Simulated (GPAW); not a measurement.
# Near-edge structure at the Ni K edge of MgNi3C (Pm-3m), part 2 of 2

What does one-electron theory with a core hole give for the Ni K edge of MgNi3C (Pm-3m)?

GPAW 26.7.0; X-ray absorption from dipole matrix elements to empty bands, plane-wave PAW LDA.

So far. Step 5 (Spectrum with XCH, Ni atom 1): The total-energy difference is 8311.85 eV. Step 6 (Spectrum with FCH, Ni atom 1): The scaled spectrum changes by 5 % r.m.s. The highest intensity below 24 eV goes from 20.5 eV (1.69) to 20.9 eV (1.72).

## (8) Spectrum with XCH, Ni atom 1

A smaller cell brings the holes closer; here they are 3.8 Å apart.

Changed against the first core-hole run: supercell atoms from 10 to 5.

Input file xas.py:

```python
import numpy as np
from ase import Atoms
from ase.parallel import parprint, paropen
from gpaw import GPAW, PW, FermiDirac, Mixer, MixerDif, setup_paths
from gpaw.test import gen
setup_paths.insert(0, '.')
gen('Ni', name='fch1s', xcname='LDA', corehole=(1, 0, 1), write_xml=True)
from gpaw.mpi import world
world.barrier()

atoms = Atoms('Ni3MgC',
    cell=[[3.8089, 0, 0],
     [0, 3.8089, 0],
     [0, 0, 3.8089]],
    scaled_positions=[[0.5, 0.5, 0],
     [0.5, 0, 0.5],
     [0, 0.5, 0.5],
     [0, 0, 0],
     [0.5, 0.5, 0.5]],
    magmoms=[2.0, 2.0, 2.0, 0.0, 0.0],
    pbc=True)
atoms.calc = calc = GPAW(legacy_gpaw=True, mode=PW(430, force_complex_dtype=True), xc='LDA', setups={0: 'fch1s'},
    kpts={'size': (6, 6, 6), 'gamma': True}, occupations=FermiDirac(0.1),
    charge=-1, mixer=MixerDif(0.05, 8, 50), maxiter=150,
    convergence={'density': 0.0001, 'eigenstates': 1e-6}, txt='scf.txt')
energy = atoms.get_potential_energy() + calc.get_reference_energy()
ef = calc.get_fermi_level()
out = dict(energy=energy, fermi=ef, forces=atoms.get_forces().tolist(), magmoms=atoms.get_magnetic_moments().tolist())
parprint(f'all-electron energy {energy:.4f} eV, Fermi level {ef:.4f} eV')
ev = np.array([[calc.get_eigenvalues(k, s) for k in range(len(calc.get_ibz_k_points()))] for s in range(calc.get_number_of_spins())])
out['homo'], out['lumo'], out['counts'] = ev[ev < ef].max(), ev[ev > ef].min(), sorted(set((ev < ef).sum((0, 2)).tolist()))
out['filled'] = (ev[:, 0] < ef).sum(1).tolist()

from ase.units import Ha
from gpaw.xas import dipole_matrix_elements
nb = int(calc.get_number_of_electrons() / 2) + 51
top = nb
nscf = calc.fixed_density(kpts={'size': (6, 6, 6), 'gamma': True},
    convergence={'eigenstates': 1.0}, txt='nscf.txt')
nscf.diagonalize_full_hamiltonian(nbands=nb)
cell = atoms.cell.array
ops = [cell.T @ U.T @ np.linalg.inv(cell.T) for U in nscf.wfs.kd.symmetry.op_scc]
E = np.arange(-6, 34, 0.1)
fwhm = np.interp(E, [4, 25], [1.44, 3.5])
Y, X, zero, highest = 0, 0, 1e9, 1e9
for spin in range(nscf.get_number_of_spins()):
    wfs = nscf.wfs
    mine = wfs.bd.get_slice()  # this rank's bands
    A = dipole_matrix_elements(wfs.setups[0])
    eps = np.zeros((wfs.kd.nibzkpts, nb))
    d = np.zeros((3, A.shape[1], wfs.kd.nibzkpts, nb), complex)
    for kpt in wfs.kpt_u:
        if kpt.s == spin and 0 in kpt.P_ani:
            eps[kpt.k, mine] = kpt.eps_n * Ha
            d[:, :, kpt.k, mine] = (kpt.weight * wfs.nspins / 2) ** 0.5 * np.inner(A, kpt.P_ani[0])
    world.sum(eps)
    world.sum(d)
    T = np.einsum('amkn,bmkn->abkn', d, d.conj()).real
    T = sum(np.einsum('ai,ijkn,bj->abkn', R, T, R) for R in ops) / len(ops)
    empty = eps > ef
    zero, highest = min(zero, eps[empty].min()), min(highest, eps[:, top - 1].min())
    lines = [(eps, T, empty)] if spin == 0 else lines + [(eps, T, empty)]
for eps, T, empty in lines:
    f = np.einsum('aakn->akn', T).reshape(3, -1)
    x = eps.ravel() - zero
    w = np.interp(x, E, fwhm) / 2.35482
    g = np.exp(-0.5 * ((E[:, None] - x) / w) ** 2) / (w * (2 * np.pi) ** 0.5)
    Y = Y + (f * empty.ravel()) @ g.T
    X = X + (f * ~empty.ravel()) @ g.T
out.update(E=E.round(2).tolist(), xas=Y.tolist(), xes=X.tolist(), zero=zero, valid=highest - zero, nk=len(eps), nb=nb)
for i in range(0, len(E), 10):
    parprint(f'{E[i]:7.2f}', *(f'{v:10.3e}' for v in Y[:, i]))
import json
with paropen('out.json', 'w') as f:
    json.dump(out, f)
```

Command:

```
OMP_NUM_THREADS=1 mpirun -n 4 gpaw python xas.py
```

Run time: 67 s. Hardware: 4 MPI ranks of Intel Xeon 6975P-C (Granite Rapids), shared host; peak memory 0.46 GiB; 4.4 min of CPU time.

These settings depart from the first run's and aren't meant as converged.

The scaled spectrum changes by 6 % r.m.s. The highest intensity below 24 eV goes from 20.5 eV (1.69) to 20.3 eV (1.68).

```csv
E (eV),first run,this run
-2.0,0.00,0.00
-0.5,0.15,0.12
1.0,0.37,0.32
2.5,0.43,0.51
4.0,0.68,0.57
5.5,0.79,0.98
7.0,1.18,1.18
8.5,1.03,0.86
10.0,0.81,0.79
11.5,0.87,0.88
13.0,0.94,1.00
14.5,1.26,1.36
16.0,1.57,1.53
17.5,1.55,1.47
19.0,1.52,1.54
20.5,1.69,1.67
22.0,1.51,1.48
23.5,1.40,1.40
25.0,1.40,1.41
26.5,1.29,1.26
28.0,1.06,1.00
29.5,0.87,0.84
31.0,0.85,0.86
```

## (9) What the core hole does

Both curves are counted from their own zero, so only the shift of weight within the empty states shows.

```csv
E (eV),no hole,XCH
-2.0,0.00,0.00
-1.0,0.03,0.04
0.0,0.27,0.31
1.0,0.40,0.37
2.0,0.32,0.37
3.0,0.52,0.53
4.0,0.68,0.68
5.0,0.64,0.71
6.0,0.85,0.88
7.0,1.03,1.18
8.0,1.29,1.21
9.0,1.04,0.87
10.0,0.84,0.81
11.0,0.84,0.85
12.0,0.89,0.88
13.0,0.93,0.94
14.0,1.06,1.12
15.0,1.31,1.39
16.0,1.54,1.57
17.0,1.64,1.59
18.0,1.58,1.50
19.0,1.59,1.52
20.0,1.75,1.66
21.0,1.83,1.66
22.0,1.72,1.51
23.0,1.60,1.41
24.0,1.58,1.40
25.0,1.61,1.40
26.0,1.60,1.35
27.0,1.50,1.23
28.0,1.31,1.06
29.0,1.11,0.92
30.0,0.99,0.84
31.0,0.97,0.85
32.0,1.01,0.88
```

With each curve scaled to its own mean, the area from −2 to 6 eV with the hole is 3.5 against 3.3, and the centre of weight from −1 to 20 eV moves by -0.1 eV (first and strongest maxima below 20 eV: 0.8 eV (0.41), 3.9 eV (0.68), 8.0 eV (1.29) and 17.0 eV (1.64) without the hole, 0.6 eV (0.40), 7.5 eV (1.28) and 16.6 eV (1.61) with it), a small effect on these measures.

## (10) Summary of results

```yaml
absorber_and_edge: Ni K, atom 1 of the ground-state input (counted from 1)
surroundings: 2 C at 1.90 Å (linear, site symmetry 4/mmm)
highest_intensity_below_24_ev: 20.5 eV above the zero, height 1.69
photon_energy_of_the_zero_spin_polarised_hole_raw: 8311.9 eV (LDA puts this hole about 18 eV below PBE, itself good to a few eV)
```

The Ni K edge of atom 1, with 2 C at 1.90 Å (linear, site symmetry 4/mmm), has its highest intensity of the first 24 eV at 20.5 eV above the zero, near 8332 eV in photon energy (LDA puts this hole about 18 eV below PBE, itself good to a few eV), 1.7 times the mean level of the first 20 eV (Gaussian full width 1.44 eV up to 4 eV, rising linearly to 3.5 eV at 25 eV). With each curve scaled to its own mean, the area from −2 to 6 eV with the hole is 3.5 against 3.3, and the centre of weight from −1 to 20 eV moves by -0.1 eV (first and strongest maxima below 20 eV: 0.8 eV (0.41), 3.9 eV (0.68), 8.0 eV (1.29) and 17.0 eV (1.64) without the hole, 0.6 eV (0.40), 7.5 eV (1.28) and 16.6 eV (1.61) with it), a small effect on these measures. Changing the core hole to FCH alters the shape by 5 % r.m.s., so the result is insensitive to this choice. A cell with holes 3.8 Å apart changes the curve by 6 % r.m.s. (5 % after the best shift). The strongest dipole feature below the main edge lies at 0.6 eV (height 0.40); the site has an inversion centre, so it comes from p states mixed with the neighbours' empty states, not from local p–d mixing. The hole lies in one spin channel, while the script sums the empty states of both and takes the lower zero; where the two channels are split, this blurs and shifts the curve. Quadrupole 1s→3d transitions, which feed the pre-edge, are not in the dipole spectrum. The starting moments shrank to 0.00 μB or less, so this is hardly a magnetic state. The holes are only 5.4 Å apart, so the shape is probably not converged with cell size; no larger cell was run here. The mesh is coarse (0.27 Å⁻¹ between points), so small maxima may be mesh ripples. Lifetime broadening is put in by hand, and intensities beyond about 20 eV depend on it and on the partial waves. The structure is a published determination, not relaxed.

[Logs are printed without paths, hosts, clocks, repeated set-up lines and the standing remarks that a program may print on its own settings, such as how far it seeks lower states.]

[Hosts, paths, dates, database ids (printed as entryN), source tags and the programs' standing remarks are cut or masked in the printed files.]

[Lists of maxima count a maximum above −3 eV only where it reaches 4 % of the highest in the window and stands out from its surroundings by 2 % of it (1.5 % where it reaches 55 %); shoulders and weaker maxima are passed over, and of the rest the first, up to two pre-edge ones and the few strongest are named.]
